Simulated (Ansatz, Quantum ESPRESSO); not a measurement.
# BAs (F-43m): phonons by linear response

Aim: the phonon dispersion of BAs (F-43m), checked by a second program.

Method: DFT LDA, scalar-relativistic, plane waves, PseudoDojo norm-conserving pseudopotentials, in Quantum ESPRESSO 7.5.

Most raw output is cut from this account.

### 1. The starting structure

It takes space group F-43m (No. 216, cubic). The conventional cell has a = 4.777 Å, b = 4.777 Å, c = 4.777 Å, α = 90.00°, β = 90.00°, γ = 90.00°. B has 4 As at 2.07 Å nearest. As has 4 B at 2.07 Å nearest. Farther neighbours are not listed.

### 2. A probe with smearing

A cheap run with smearing and empty bands tells whether the crystal has a gap, which decides between fixed occupations and smearing later on.

Input file probe.in:

```
&CONTROL
  calculation = 'scf'
  prefix      = 'x'
  outdir      = './tmp'
  pseudo_dir  = './pseudo'
  tprnfor     = .true.
  tstress     = .true.
  verbosity   = 'high'
/
&SYSTEM
  ibrav       = 0
  nat         = 2
  ntyp        = 2
  ecutwfc     = 80.0
  occupations = 'smearing'
  smearing    = 'gaussian'
  degauss     = 0.01
/
&ELECTRONS
  conv_thr         = 1.0d-07
  mixing_beta      = 0.7
  electron_maxstep = 100
/
ATOMIC_SPECIES
 B      10.8100  B.upf
 As     74.9216  As.upf
CELL_PARAMETERS angstrom
    -2.388500000    0.000000000    2.388500000
     0.000000000    2.388500000    2.388500000
    -2.388500000    2.388500000    0.000000000
ATOMIC_POSITIONS crystal
 B      0.000000000   0.000000000   0.000000000
 As     0.250000000   0.250000000   0.250000000
K_POINTS automatic
 6 6 6 0 0 0
```

On the command line:

```console
$ OMP_NUM_THREADS=1 mpirun -n 4 pw.x -nk 4 -in probe.in > probe.out
```

The job ended after 2.5 s (4 MPI ranks of Arm Neoverse V1, shared host).

Read from the output:

```
volume per atom   : 13.63 Å³
pressure          : -4.145 GPa
gap on the k-mesh : 1.239 eV
```

A gap of 1.2 eV opens on this mesh, so the crystal is taken as an insulator; the start stands at -4.1 GPa.

### 3. Relaxation

The harmonic expansion starts where the forces on the atoms vanish, and stress shifts the frequencies, so cell and atoms are relaxed with tight thresholds.

Input file relax.in:

```
&CONTROL
  calculation   = 'vc-relax'
  prefix        = 'x'
  outdir        = './tmp'
  pseudo_dir    = './pseudo'
  tprnfor       = .true.
  tstress       = .true.
  forc_conv_thr = 2.0d-05
  etot_conv_thr = 1.0d-07
  nstep         = 40
/
&SYSTEM
  ibrav       = 0
  nat         = 2
  ntyp        = 2
  ecutwfc     = 80.0
  occupations = 'fixed'
  nbnd        = 11
/
&ELECTRONS
  conv_thr         = 1.0d-11
  mixing_beta      = 0.7
  electron_maxstep = 100
/
&IONS
/
&CELL
  press_conv_thr = 0.1
/
ATOMIC_SPECIES
 B      10.8100  B.upf
 As     74.9216  As.upf
CELL_PARAMETERS angstrom
    -2.388500000    0.000000000    2.388500000
     0.000000000    2.388500000    2.388500000
    -2.388500000    2.388500000    0.000000000
ATOMIC_POSITIONS crystal
 B      0.000000000   0.000000000   0.000000000
 As     0.250000000   0.250000000   0.250000000
K_POINTS automatic
 8 8 8 0 0 0
```

On the command line:

```console
$ OMP_NUM_THREADS=1 mpirun -n 4 pw.x -nk 4 -in relax.in > relax.out
```

Wall time 17 s (4 MPI ranks); 67 s of CPU time.

The steps of the relaxation:

```
step  energy less that of the first step (eV)  largest force (eV/Å)  pressure (GPa)  volume (Å³)
   1                                   0.0000                0.0000           -4.18        27.25
   2                                  -0.0097                0.0000           -1.15        26.68
   3                                  -0.0104                0.0000            0.04        26.46
   4                                  -0.0104                0.0000            0.00        26.47
   5                                  -0.0095                0.0000           -0.15        26.47
```

```
conventional cell, symmetrised  before  after  change
                         a (Å)   4.777  4.731  -1.0 %
                         b (Å)   4.777  4.731  -1.0 %
                         c (Å)   4.777  4.731  -1.0 %
              volume (Å³/atom)   13.63  13.24  -2.9 %
```

Final coordinates:

```
B As
1.0
    -2.36546    0.00000    2.36546
     0.00000    2.36546    2.36546
    -2.36546    2.36546    0.00000
B As
1 1
Cartesian
  0.0000 0.0000 0.0000
  -1.1827 1.1827 1.1827
```

The last row of the table of steps is pw.x's closing run on a basis chosen anew for the final cell, so its energy can jump.

Numbers from this step:

| Quantity | Value |
| --- | --- |
| volume per atom | 13.24 Å³ |
| pressure | -0.152 GPa |
| gap on the k-mesh | 1.131 eV |

The volume changes by -2.9 % from the cell with which this run began.

### 4. Self-consistent run for the response

Perturbation theory inherits every error of the wavefunctions, so the threshold is set near the limit of the arithmetic. With a gap, occupations are fixed, which also allows the response to an electric field.

Input file scf.in:

```
&CONTROL
  calculation = 'scf'
  prefix      = 'x'
  outdir      = './tmp'
  pseudo_dir  = './pseudo'
  tprnfor     = .true.
  tstress     = .true.
/
&SYSTEM
  ibrav       = 0
  nat         = 2
  ntyp        = 2
  ecutwfc     = 80.0
  occupations = 'fixed'
  nbnd        = 11
/
&ELECTRONS
  conv_thr         = 1.0d-12
  mixing_beta      = 0.7
  electron_maxstep = 100
/
ATOMIC_SPECIES
 B      10.8100  B.upf
 As     74.9216  As.upf
CELL_PARAMETERS angstrom
    -2.365459467    0.000000000    2.365459467
     0.000000000    2.365459467    2.365459467
    -2.365459467    2.365459467    0.000000000
ATOMIC_POSITIONS crystal
 B      0.000000000   0.000000000   0.000000000
 As     0.250000000   0.250000000   0.250000000
K_POINTS automatic
 8 8 8 0 0 0
```

On the command line:

```console
$ OMP_NUM_THREADS=1 mpirun -n 4 pw.x -nk 4 -in scf.in > scf.out
```

The job ended after 4.7 s (4 MPI ranks; 18 s of CPU time).

The cell stands at -0.15 GPa, close enough for phonons.

### 5. Linear response on the mesh

Linear response treats each wavevector in the unit cell, with no supercell; the 4×4×4 mesh fixes the range of the force constants to be had.

Input file ph.in:

```
phonons
&INPUTPH
  prefix = 'x'
  outdir = './tmp'
  fildyn = 'x.dyn'
  tr2_ph = 1.0d-18
  epsil  = .true.
  ldisp  = .true.
  nq1    = 4
  nq2    = 4
  nq3    = 4
/
```

On the command line:

```console
$ OMP_NUM_THREADS=1 mpirun -n 4 ph.x -nk 4 -in ph.in > ph.out
```

The job ended after 44 min (4 MPI ranks; 2.9 h of CPU time).

This step gave:

```yaml
miss_of_the_charge_sum_rule: 0.08606 e
largest_acoustic_frequency_at_the_zone_centre_before_the_sum_rule: 2.19 cm⁻¹
highest_optical_zone_centre_mode_no_lo_to_term: 701.3 cm⁻¹
lowest_optical_zone_centre_mode: 701.3 cm⁻¹
mean_high_frequency_dielectric_constant: 10.00
largest_born_charge_in_size_third_of_the_trace: 0.5798 e
lowest_mode_on_the_q_mesh_acoustic_ones_at_the_zone_centre_apart: 112.2 cm⁻¹
```

Frequencies (cm⁻¹) at each irreducible wavevector; negative means imaginary. Frequencies by wavevector:

```
  q (fractions)  star  mode 1  mode 2  mode 3  mode 4  mode 5  mode 6
          0 0 0     1    2.19    2.19    2.19   701.3   701.3   701.3
       0 0 0.25     8   112.2   112.2   223.1   685.1   685.1   709.6
       0 0 -0.5     4     139     139     313   678.5   678.5   713.6
    0 0.25 0.25     6   151.2   151.2   231.1   664.2   664.2     723
    0 0.25 -0.5    24   176.4     226   284.6   644.9     654   721.3
   0 0.25 -0.25    12   163.2     222   259.3   652.7     663   712.5
    0 -0.5 -0.5     3   192.7   192.7   321.9   641.8   641.8   741.7
0.25 -0.5 -0.25     6   225.6   258.6   267.1   631.3     643   718.7
```

Born charge (rows field, columns displacement), before the sum rule (e), principal values of the symmetric part by kind of site:

```
atom  atoms with these values      low   middle     high     mean
  B1                        1  -0.5798  -0.5798  -0.5798  -0.5798
 As2                        1   0.4937   0.4937   0.4937   0.4937
```

In full for As2:

```
0.4937 0.0000 0.0000
0.0000 0.4937 0.0000
0.0000 0.0000 0.4937
```

High-frequency dielectric tensor:

```
10.00  0.00  0.00
 0.00 10.00  0.00
 0.00  0.00 10.00
```

The acoustic modes at Γ come out as far as 2.2 cm⁻¹ from zero, where they should vanish, a small numerical error; the Born charges miss their sum rule by 0.086 e, too much: mesh or cutoff is short for the field response.

### 6. Fourier transform to real space

The dynamical matrices of the mesh are Fourier-transformed to force constants in real space, after the long-range dipole part is taken out.

Input file q2r.in:

```
&INPUT
  fildyn = 'x.dyn'
  zasr   = 'simple'
  flfrc  = 'x.fc'
/
```

On the command line:

```console
$ q2r.x < q2r.in > q2r.out
```

The job ended after 0.47 s (1 thread).

### 7. Dispersion

From the force constants any wavevector is cheap; points of the mesh come back as solved, but for the sum rule and, in polar crystals, the LO-TO term at Γ; the rest is interpolation.

Input file matdyn.in:

```
&INPUT
  asr              = 'simple'
  flfrc            = 'x.fc'
  flfrq            = 'x.freq'
  flvec            = 'x.modes'
  q_in_band_form   = .true.
  q_in_cryst_coord = .true.
/
8
  0.0000000   0.0000000   0.0000000  12  ! GAMMA
 -0.0000000   0.5000000   0.5000000  12  ! X
 -0.0000000   0.6250000   0.3750000   1  ! U
 -0.3750000   0.3750000   0.0000000  12  ! K
  0.0000000   0.0000000   0.0000000  12  ! GAMMA
 -0.0000000   0.5000000   0.0000000  12  ! L
 -0.2500000   0.5000000   0.2500000  12  ! W
 -0.0000000   0.5000000   0.5000000   1  ! X
```

On the command line:

```console
$ matdyn.x -in matdyn.in > matdyn.out
```

It took 0.47 s on 1 thread.

This step gave:

```
lowest frequency on the path : 0 cm⁻¹
```

Matdyn.x, sum rule simple. The phonon branches at the labelled points (cm⁻¹):

```
    point  branch 1  branch 2  branch 3  branch 4  branch 5  branch 6
        Γ         0         0         0       701       701       705
  halfway       151       151       231       664       664       723
        X       193       193       322       642       642       742
  halfway       193       212       313       638       643       736
        U       191       247       290       631       646       727
jump to K       191       247       290       631       646       727
  halfway       134       179       230       674       676       707
        Γ         0         0         0       701       701       705
  halfway       112       112       223       685       685       710
        L       139       139       313       678       678       714
  halfway       179       215       291       645       660       716
        W       226       258       267       631       643       719
  halfway       209       216       305       637       642       731
        X       193       193       322       642       642       742
```

All branches are real along the path.

### 8. Sums over the zone

Sums over the zone need many more wavevectors than were solved, so the interpolation is sampled on a dense mesh.

Input file matdyn.in:

```
&INPUT
  asr    = 'simple'
  flfrc  = 'x.fc'
  dos    = .true.
  fldos  = 'x.dos'
  nk1    = 16
  nk2    = 16
  nk3    = 16
  deltaE = 1.0
/
```

On the command line:

```console
$ matdyn.x -in matdyn.in > matdyn.out
```

Wall time 7.1 s (1 thread).

This step gave:

```
share of modes beyond 3i cm⁻¹ on the dense interpolated mesh : 0
zero-point energy per atom                                   : 82.42 meV
heat capacity at 300 K                                       : 16.96 J/(mol atoms K)
vibrational entropy at 300 K                                 : 15.65 J/(mol atoms K)
```

The phonon density of states has structure finer than the step of the table below, so its rows give means over 25 cm⁻¹, whole bins alone (the curve runs from 0 to 740 cm⁻¹). Peaks (cm⁻¹: height): total 192.0: 0.0268, 284.0: 0.0251, 648.0: 0.0488, 716.0: 0.0628; As 192.0: 0.0248, 284.0: 0.0247, 676.0: 0.00329; B 648.0: 0.0458, 716.0: 0.0601.

Tetrahedra. The phonon density of states by wavenumber; means over each step; values in 1/cm⁻¹/cell:

```
wavenumber (cm⁻¹)    total       As        B
               25   6.9e-5   6.3e-5   8.2e-6
               50   4.7e-4   4.1e-4   5.7e-5
               75  0.00129  0.00113   1.5e-4
              100  0.00275  0.00244   3.1e-4
              125  0.00615  0.00551   6.4e-4
              150   0.0149   0.0135  0.00142
              175   0.0193   0.0177  0.00159
              200   0.0216   0.0201  0.00148
              225   0.0134   0.0127   7.4e-4
              250   0.0104  0.00994   4.7e-4
              275   0.0181   0.0177   3.8e-4
              300   0.0110   0.0109   1.2e-4
              325   5.8e-4   5.8e-4   2.9e-6
              350        0        0        0
              375        0        0        0
              400        0        0        0
              425        0        0        0
              450        0        0        0
              475        0        0        0
              500        0        0        0
              525        0        0        0
              550        0        0        0
              575        0        0        0
              600        0        0        0
              625  0.00683   1.3e-4  0.00671
              650   0.0408  0.00249   0.0383
              675   0.0286  0.00261   0.0260
              700   0.0117   9.3e-4   0.0108
              725   0.0308  0.00118   0.0296
```

Harmonic thermodynamic functions per atom, summed over the density of states scaled to three modes an atom; melting is ignored. Thermodynamic functions:

```
T (K)  F_vib (meV/atom)  S (J/mol-atom/K)  C_V (J/mol-atom/K)
    0             82.42                 0                   0
   50             82.36             0.518               1.699
  100             81.46             3.185               6.381
  200              74.8             9.655               12.61
  300             61.62             15.65               16.96
  400              42.6             20.93               19.64
  500             18.48              25.5               21.25
  600            -10.06             29.47               22.25
  700            -42.45             32.95                22.9
  800            -78.23             36.04               23.35
  900              -117             38.81               23.66
 1000            -158.6             41.32                23.9
```

At 300 K the heat capacity has reached 68 % of the Dulong-Petit value.

### 9. Zone-centre analysis

A rigid shift of the crystal must cost nothing, but grids and finite bases break this; the acoustic sum rule is imposed before the matrix is diagonalised again. With Born charges the intensities follow, and the static dielectric tensor.

Input file dynmat.in:

```
&INPUT
  fildyn = 'x.dyn1'
  asr    = 'simple'
  fileig = 'dynmat.eig'
  lperm  = .true.
/
```

On the command line:

```console
$ dynmat.x -in dynmat.in > dynmat.out
```

Run time: 0.45 s. Hardware: 1 thread.

Numbers from this step:

```yaml
mean_static_dielectric_constant: 10.12
```

Unit eigenvectors of the mass-weighted matrix after the sum rule; no LO-TO term. The modes at Γ (shares of kinetic energy by element, %):

```
mode  frequency (cm⁻¹)  symmetry  B %  As %
   1               0.0  acoustic   13    87
   2               0.0  acoustic   13    87
   3               0.0  acoustic   13    87
   4             701.3        T2   87    13
   5             701.3        T2   87    13
   6             701.3        T2   87    13
```

Displacements in mode 4 (701.3 cm⁻¹), the largest set to 1:
```
B1   0.00  1.00  0.00
As2  0.00 -0.14  0.00
```

Degenerate modes summed, no LO-TO term. Infrared lines, with heights relative to the strongest:

```
position (cm⁻¹)  lines merged  label  IR intensity, relative
            701             3     T2                     100
```

Static dielectric tensor (ions relaxed, fixed cell):

```
10.12  0.00  0.00
 0.00 10.12  0.00
 0.00  0.00 10.12
```

The rule moves no optical mode by more than 0.1 cm⁻¹.

### 10. Sum rules set otherwise (asr crystal)

The rule can be imposed in more than one way; the choices should agree where the raw error is small.

Input file dynmat.in:

```
&INPUT
  fildyn = 'x.dyn1'
  asr    = 'crystal'
  fileig = 'dynmat.eig'
  lperm  = .true.
/
```

On the command line:

```console
$ dynmat.x -in dynmat.in > dynmat.out
```

It took 0.45 s on 1 thread.

Zone-centre frequencies as printed; negative means imaginary. Modes:

```
mode  frequency (cm⁻¹)
   1                 0
   2                 0
   3                 0
   4             701.3
   5             701.3
   6             701.3
```

Against the first rule no mode moves by more than 0.1 cm⁻¹.

### 11. Sum rules set otherwise: a sum rule for molecules or wires on a crystal

This rule also removes rotations, which suits wires and not a crystal; it is tried to see the harm.

Input file dynmat.in:

```
&INPUT
  fildyn = 'x.dyn1'
  asr    = 'one-dim'
  fileig = 'dynmat.eig'
  lperm  = .true.
/
```

On the command line:

```console
$ dynmat.x -in dynmat.in > dynmat.out
```

Elapsed: 0.45 s, on 1 thread.

The run ended normally, but on settings that are not sound.

The fault: a sum rule for molecules or wires on a crystal; 1 optical mode is projected out to zero frequency, as if it were a rotation.

For a crystal the rule has to be 'simple' or 'crystal'.

Zone-centre frequencies as printed; negative means imaginary. Modes:

```
mode  frequency (cm⁻¹)
   1                 0
   2                 0
   3                 0
   4                 0
   5             701.3
   6             701.3
```

### 12. Modes along a direction of q (1 0 0)

A longitudinal polar mode sets up a macroscopic field that stiffens it; the term hangs on the direction from which q goes to zero.

Input file dynmat.in:

```
&INPUT
  fildyn = 'x.dyn1'
  asr    = 'simple'
  fileig = 'dynmat.eig'
  q(1)   = 1.0
  q(2)   = 0.0
  q(3)   = 0.0
/
```

On the command line:

```console
$ dynmat.x -in dynmat.in > dynmat.out
```

It took 0.45 s on 1 thread.

This step gave:

* highest mode moved by the LO-TO term: 705.3 cm⁻¹

Zone-centre frequencies as printed; negative means imaginary. Modes:

```
mode  frequency (cm⁻¹)
   1                 0
   2                 0
   3                 0
   4             701.3
   5             701.3
   6             705.3
```

The field moves one mode, from 701 to 705 cm⁻¹; the others stay.

(Part 1 of 2 ends here.)

[Host names and launcher messages were left out of these logs when they were recorded.]

[Logs are printed without paths, hosts, clocks, repeated set-up lines and the standing remarks that a program may print on its own settings, such as how far it seeks lower states.]

[Hosts, paths, dates, database ids (printed as entryN), source tags and the programs' standing remarks are cut or masked in the printed files.]
